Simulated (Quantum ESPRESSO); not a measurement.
# NiCl2: parallel and opposed starts

Aim: find out which collinear order of NiCl2 costs least.

Main program and level: Quantum ESPRESSO 7.5; PBEsol; plane waves with GBRV 1.5 PBEsol potentials, no spin-orbit coupling.

The database entry behind the starting cell differs from later determinations by our own check (an axis about 1.8 % long against later determinations), so it need not match the best structure at ambient conditions.

## (1) The structure

It takes space group R-3m (No. 166, trigonal). Conventional cell: a = 3.543 Å, b = 3.543 Å, c = 17.335 Å, α = 90.00°, β = 90.00°, γ = 120.00°. Nearest to Ni lie 6 Cl at 2.50 Å. Nearest to Cl lie 3 Ni at 2.50 Å. Farther neighbours and most contacts between anions are not listed.

The cell comes from the Crystallography Open Database.

## (2) Run 1 (ferro +)

The signs are those of the starting moments on the seeded atoms, the atoms that are given a moment.

Input file pw.in:

```
&CONTROL
  calculation = 'scf'
  prefix = 'pwscf'
  outdir = './tmp'
  pseudo_dir = './pseudo'
  disk_io = 'nowf'
/
&SYSTEM
  ibrav = 0
  celldm(1) = 8
  nat = 3
  ntyp = 2
  ecutwfc = 40
  ecutrho = 280
  nbnd = 25
  occupations = 'smearing'
  smearing = 'fd'
  degauss = 0.00367493
  nspin = 2
  starting_magnetization(1) = 0.1111
  starting_magnetization(2) = 0
/
&ELECTRONS
  conv_thr = 6d-09
  electron_maxstep = 150
  mixing_beta = 0.3
/
ATOMIC_SPECIES
Ni     58.6934 ni_pbesol_v1.4.uspp.F.UPF
Cl     35.4500 cl_pbesol_v1.4.uspp.F.UPF
CELL_PARAMETERS alat
   0.4184562287218    0.2415958163038    1.3649334320916
  -0.4184562287218    0.2415958163038    1.3649334320916
   0.0000000000000   -0.4831916325841    1.3649334320916
ATOMIC_POSITIONS crystal
Ni      0.0000000000    0.0000000000    0.0000000000
Cl      0.2500000000    0.2500000000    0.2500000000
Cl      0.7500000000    0.7500000000    0.7500000000
K_POINTS automatic
6 6 6 0 0 0
```

On the command line:

```console
> OMP_NUM_THREADS=1 mpirun -n 4 pw.x -nk 4 -in pw.in > pw.out
```

Log:

```text
Program PWSCF v.7.5 starts

     Message from routine setup:
     using ibrav=0 with symmetry is DISCOURAGED, use correct ibrav instead

     K-points division:     npool     =       4
     Subspace diagonalization in iterative solution of the eigenvalue problem:

     G-vector sticks info
     --------------------
     sticks:   dense  smooth     PW     G-vecs:    dense   smooth      PW
     Sum        1643     949    311                33593    14563    2743

     Using Slab Decomposition

     bravais-lattice index     =            0
     lattice parameter (alat)  =       8.0000  a.u.
     unit-cell volume          =     423.9085 (a.u.)^3
     number of atoms/cell      =            3
     number of atomic types    =            2
     number of electrons       =        32.00
     number of Kohn-Sham states=           25
     kinetic-energy cutoff     =      40.0000  Ry
     charge density cutoff     =     280.0000  Ry
     scf convergence threshold =      6.0E-09
     mixing beta               =       0.3000
     number of iterations used =            8  plain     mixing
     Exchange-correlation= SLA  PW   PSX  PSC
                           (   1   4  10   8   0   0   0)

     celldm(1)=   8.000000  celldm(2)=   0.000000  celldm(3)=   0.000000
     celldm(4)=   0.000000  celldm(5)=   0.000000  celldm(6)=   0.000000

     crystal axes: (cart. coord. in units of alat)
               a(1) = (   0.418456   0.241596   1.364933 )
               a(2) = (  -0.418456   0.241596   1.364933 )
               a(3) = (   0.000000  -0.483192   1.364933 )

     reciprocal axes: (cart. coord. in units 2 pi/alat)
               b(1) = (  1.194868  0.689857  0.244212 )
               b(2) = ( -1.194868  0.689857  0.244212 )
               b(3) = (  0.000000 -1.379715  0.244212 )

     PseudoPot. # 1 for Ni read from file:
     ni_pbesol_v1.4.uspp.F.UPF
     Pseudo is Ultrasoft + core correction, Zval = 18.0
     Generated by new atomic code, or converted to UPF format
     Using radial grid of  865 points,  6 beta functions with:
                l(1) =   0
                l(2) =   0
                l(3) =   1
                l(4) =   1
                l(5) =   2
                l(6) =   2
     Q(r) pseudized with 10 coefficients,  rinner =    0.980   0.980   0.980
                                                       0.980   0.980

     PseudoPot. # 2 for Cl read from file:
     cl_pbesol_v1.4.uspp.F.UPF
     Pseudo is Ultrasoft + core correction, Zval =  7.0
     Generated by new atomic code, or converted to UPF format
     Using radial grid of  909 points,  6 beta functions with:
                l(1) =   0
                l(2) =   0
                l(3) =   1
                l(4) =   1
                l(5) =   2
                l(6) =   2
     Q(r) pseudized with  8 coefficients,  rinner =    1.300   1.300   1.300
                                                       1.300   1.300

     atomic species   valence    mass     pseudopotential
     Ni               18.00    58.69340     Ni( 1.00)
     Cl                7.00    35.45000     Cl( 1.00)

     Starting magnetic structure
     atomic species   magnetization
     Ni              0.111
     Cl              0.000

     12 Sym. Ops., with inversion, found

   Cartesian axes

     site n.     atom                  positions (alat units)
         1        Ni     tau(   1) = (   0.0000000   0.0000000   0.0000000  )
         2        Cl     tau(   2) = (   0.0000000   0.0000000   1.0237001  )
         3        Cl     tau(   3) = (   0.0000000   0.0000000   3.0711002  )

     number of k points=    32  Fermi-Dirac smearing, width (Ry)=  0.0037
                       cart. coord. in units 2pi/alat
        k(    1) = (   0.0000000   0.0000000   0.0000000), wk =   0.0046296
        k(    2) = (   0.0000000  -0.2299525   0.0407020), wk =   0.0277778
        k(    3) = (   0.0000000  -0.4599049   0.0814041), wk =   0.0277778
        k(    4) = (   0.0000000   0.6898574  -0.1221061), wk =   0.0138889
        k(    5) = (  -0.1991447  -0.1149762   0.0814041), wk =   0.0277778
        [... 27 further k-points ...]

     Dense  grid:    33593 G-vectors     FFT dimensions: (  64,  64,  64)

     Smooth grid:    14563 G-vectors     FFT dimensions: (  48,  48,  48)

     Check: negative core charge=   -0.000006
     Generating pointlists ...
     new r_m :   0.2440 (alat units)  1.9521 (a.u.) for type    1
     new r_m :   0.2440 (alat units)  1.9521 (a.u.) for type    2

     Initial potential from superposition of free atoms

     starting charge      30.0000, renormalised to      32.0000

     negative rho (up, down):  1.634E-02 1.634E-02
     Starting wfcs are   21 randomized atomic wfcs +    4 random wfcs

     Self-consistent Calculation

     iteration #  1     ecut=    40.00 Ry     beta= 0.30
     Davidson diagonalization with overlap
     ethr =  1.00E-02,  avg # of iterations =  5.8

     negative rho (up, down):  1.565E-02 1.569E-02

     total energy              =    -395.39243494 Ry
     estimated scf accuracy    <      37.18425425 Ry

     total magnetization       =     0.79 Bohr mag/cell
     absolute magnetization    =     0.84 Bohr mag/cell

     iteration #  2     ecut=    40.00 Ry     beta= 0.30
     Davidson diagonalization with overlap
     ethr =  1.00E-02,  avg # of iterations =  3.0

     negative rho (up, down):  1.490E-02 1.492E-02

     total energy              =    -409.12746726 Ry
     estimated scf accuracy    <      25.41491592 Ry

     total magnetization       =     0.11 Bohr mag/cell
     absolute magnetization    =     0.12 Bohr mag/cell

     iteration #  3     ecut=    40.00 Ry     beta= 0.30
     Davidson diagonalization with overlap
     ethr =  1.00E-02,  avg # of iterations =  2.0

     negative rho (up, down):  1.473E-02 1.473E-02

     total energy              =    -408.74793880 Ry
     estimated scf accuracy    <       5.80221950 Ry

     total magnetization       =     0.13 Bohr mag/cell
     absolute magnetization    =     0.17 Bohr mag/cell

     [... further iterations left out ...]

     iteration # 13     ecut=    40.00 Ry     beta= 0.30
     Davidson diagonalization with overlap
     ethr =  8.98E-09,  avg # of iterations =  2.0

     negative rho (up, down):  1.504E-02 1.424E-02

     total energy              =    -409.59572531 Ry
     estimated scf accuracy    <       0.00000015 Ry

     total magnetization       =     2.00 Bohr mag/cell
     absolute magnetization    =     2.08 Bohr mag/cell

     iteration # 14     ecut=    40.00 Ry     beta= 0.30
     Davidson diagonalization with overlap
     ethr =  4.70E-10,  avg # of iterations =  3.3

     negative rho (up, down):  1.504E-02 1.425E-02

     total energy              =    -409.59572649 Ry
     estimated scf accuracy    <       0.00000015 Ry

     total magnetization       =     2.00 Bohr mag/cell
     absolute magnetization    =     2.08 Bohr mag/cell

     iteration # 15     ecut=    40.00 Ry     beta= 0.30
     Davidson diagonalization with overlap
     ethr =  4.57E-10,  avg # of iterations =  1.1

     negative rho (up, down):  1.504E-02 1.424E-02

     total energy              =    -409.59572703 Ry
     estimated scf accuracy    <       0.00000002 Ry

     total magnetization       =     2.00 Bohr mag/cell
     absolute magnetization    =     2.08 Bohr mag/cell

     iteration # 16     ecut=    40.00 Ry     beta= 0.30
     Davidson diagonalization with overlap
     ethr =  7.02E-11,  avg # of iterations =  1.6

     negative rho (up, down):  1.504E-02 1.424E-02

     Magnetic moment per site  (integrated on atomic sphere of radius R)
     atom   1 (R=0.244)  charge= 16.3537  magn=  1.4889
     atom   2 (R=0.244)  charge=  5.4280  magn=  0.2218
     atom   3 (R=0.244)  charge=  5.4280  magn=  0.2218

     End of self-consistent calculation

     [... lines left out ...]
     the Fermi energy is     5.0264 ev

!    total energy              =    -409.59572755 Ry
     estimated scf accuracy    <          2.2E-10 Ry
     smearing contrib. (-TS)   =      -0.00000175 Ry
     internal energy E=F+TS    =    -409.59572579 Ry

     The total energy is F=E-TS. E is the sum of the following terms:
     one-electron contribution =    -362.12647876 Ry
     hartree contribution      =     191.19685320 Ry
     xc contribution           =     -53.71326124 Ry
     ewald contribution        =    -184.95283900 Ry

     total magnetization       =     2.00 Bohr mag/cell
     absolute magnetization    =     2.08 Bohr mag/cell

     convergence has been achieved in  16 iterations

=------------------------------------------------------------------------------=
   JOB DONE.
=------------------------------------------------------------------------------=
```

The job ended after 50 s (4 MPI ranks of Arm Neoverse V1, shared host; peak memory 0.58 GiB; 3.3 min of CPU time).

Spin moment in the atom's sphere by atom:

```csv
atom,spin moment in the atom's sphere (μB)
Ni1,1.49
Cl2,0.22
Cl3,0.22
```

This step gave:

```
smearing term TS       : 2.38e-5 eV
magnetization          : 2 μB
absolute magnetization : 2.076 μB
final state            : ferromagnetic
```

Spin density in the ac plane of the conventional cell at fractional y = 0.000, with atoms of Ni and Cl within 0.2 Å of it.

Values in e/Å³, 24 rows by 14 columns, each cell a mean:
```
1.3 1.0 0.2 0.0 0.0 0.0 0.0 0.0 0.0 0.0 0.0 0.1 0.5 1.3
0.0 0.0 0.0 0.0 0.0 0.0 0.0 0.0 0.0 0.0 0.0 0.0 0.0 0.0
0.0 0.0 0.0 0.0 0.0 0.0 0.0 0.0 0.0 0.0 0.0 0.0 0.0 0.0
0.0 0.0 0.0 0.0 0.0 0.0 0.0 0.0 0.0 0.0 0.0 0.0 0.0 0.0
0.0 0.0 0.0 0.0 0.0 0.0 0.0 0.0 0.0 0.0 0.0 0.0 0.0 0.0
0.0 0.1 0.1 0.0 0.0 0.0 0.0 0.0 0.0 0.0 0.0 0.0 0.1 0.0
0.1 0.1 0.1 0.0 0.0 0.0 0.0 0.0 0.0 0.0 0.0 0.0 0.1 0.1
0.0 0.0 0.0 0.0 0.0 0.0 0.0 0.0 0.0 0.0 0.0 0.0 0.0 0.0
0.0 0.0 0.0 0.0 0.0 0.0 0.0 0.0 0.0 0.0 0.0 0.0 0.0 0.0
0.0 0.0 0.0 0.0 0.0 0.0 0.0 0.0 0.0 0.0 0.0 0.0 0.0 0.0
0.0 0.0 0.0 0.0 0.0 0.0 0.0 0.0 0.0 0.0 0.0 0.0 0.0 0.0
0.0 0.0 0.0 0.0 0.0 0.0 0.0 0.0 0.0 0.0 0.0 0.0 0.0 0.0
0.0 0.0 0.0 0.0 0.0 0.0 0.0 0.0 0.0 0.0 0.0 0.0 0.0 0.0
0.0 0.0 0.0 0.0 0.0 0.0 0.0 0.0 0.0 0.0 0.0 0.0 0.0 0.0
0.0 0.0 0.0 0.0 0.0 0.0 0.0 0.0 0.0 0.0 0.0 0.0 0.0 0.0
0.0 0.0 0.0 0.0 0.0 0.0 0.0 0.0 0.0 0.0 0.0 0.0 0.0 0.0
0.0 0.0 0.0 0.0 0.0 0.0 0.0 0.0 0.0 0.0 0.0 0.0 0.0 0.0
0.0 0.1 0.1 0.0 0.0 0.0 0.0 0.0 0.0 0.0 0.0 0.0 0.1 0.1
0.0 0.0 0.1 0.0 0.0 0.0 0.0 0.0 0.0 0.0 0.0 0.0 0.1 0.0
0.0 0.0 0.0 0.0 0.0 0.0 0.0 0.0 0.0 0.0 0.0 0.0 0.0 0.0
0.0 0.0 0.0 0.0 0.0 0.0 0.0 0.0 0.0 0.0 0.0 0.0 0.0 0.0
0.0 0.0 0.0 0.0 0.0 0.0 0.0 0.0 0.0 0.0 0.0 0.0 0.0 0.0
0.0 0.0 0.0 0.0 0.0 0.0 0.0 0.0 0.0 0.0 0.0 0.0 0.0 0.0
2.4 1.6 0.3 0.1 0.0 0.0 0.0 0.0 0.0 0.0 0.0 0.1 0.6 2.1
```
Columns run along a (3.5 Å), rows up along c (17.3 Å), edges of the conventional cell, whose origin can differ from the input's. Atoms in or near the plane, at fractional coordinates: Ni at (0.00, 0.00), Cl at (0.00, 0.25), Cl at (0.00, 0.75).

Valence density in the ac plane of the conventional cell at fractional y = 0.000, with atoms of Ni and Cl within 0.2 Å of it. It is the smooth field of the valence electrons, not physical close to the nuclei.

Values in e/Å³, 24 rows by 14 columns, each cell a mean:
```
16 10  2  1  0  0  0  0  0  0  0  1  4 13
 0  0  0  0  0  0  0  0  0  0  0  0  0  0
 0  0  0  0  0  0  0  0  0  0  0  0  0  0
 0  0  0  0  0  0  0  0  0  0  0  0  0  0
 1  1  0  0  0  0  0  0  0  0  0  0  0  1
 1  1  1  1  0  0  0  0  0  0  1  1  2  1
 1  1  1  1  0  0  0  0  0  0  0  1  1  1
 0  0  0  0  0  0  0  0  0  0  0  0  0  0
 0  0  0  0  0  0  0  0  0  0  0  0  0  0
 0  0  0  0  0  0  0  0  0  0  0  0  0  0
 0  0  0  0  0  0  0  0  0  0  0  0  0  0
 0  0  0  0  0  0  0  0  0  0  0  0  0  0
 0  0  0  0  0  0  0  0  0  0  0  0  0  0
 0  0  0  0  0  0  0  0  0  0  0  0  0  0
 0  0  0  0  0  0  0  0  0  0  0  0  0  0
 0  0  0  0  0  0  0  0  0  0  0  0  0  0
 1  1  0  0  0  0  0  0  0  0  0  0  0  1
 1  1  2  1  0  0  0  0  0  0  1  1  2  1
 1  1  1  1  0  0  0  0  0  0  0  1  1  1
 0  0  0  0  0  0  0  0  0  0  0  0  0  0
 0  0  0  0  0  0  0  0  0  0  0  0  0  0
 0  0  0  0  0  0  0  0  0  0  0  0  0  0
 1  0  0  0  0  0  0  0  0  0  0  0  0  0
25 17  4  1  0  0  0  0  0  0  0  1  8 21
```
Columns run along a (3.5 Å), rows up along c (17.3 Å), edges of the conventional cell, whose origin can differ from the input's. Atoms in or near the plane, at fractional coordinates: Ni at (0.00, 0.00), Cl at (0.00, 0.25), Cl at (0.00, 0.75).

(Continued in part 2 of 3.)

[Logs and program files are shortened in this print: banners, set-up blocks, solver, clock and traceback lines can be left out without a mark of their own.]

[Logs are printed without paths, hosts, clocks, repeated set-up lines and the standing remarks that a program may print on its own settings, such as how far it seeks lower states.]

[Hosts, paths, dates, database ids (printed as entryN), source tags and the programs' standing remarks are cut or masked in the printed files.]

[Where a cell is said to come from a database of computed structures, the database is the Materials Project.]
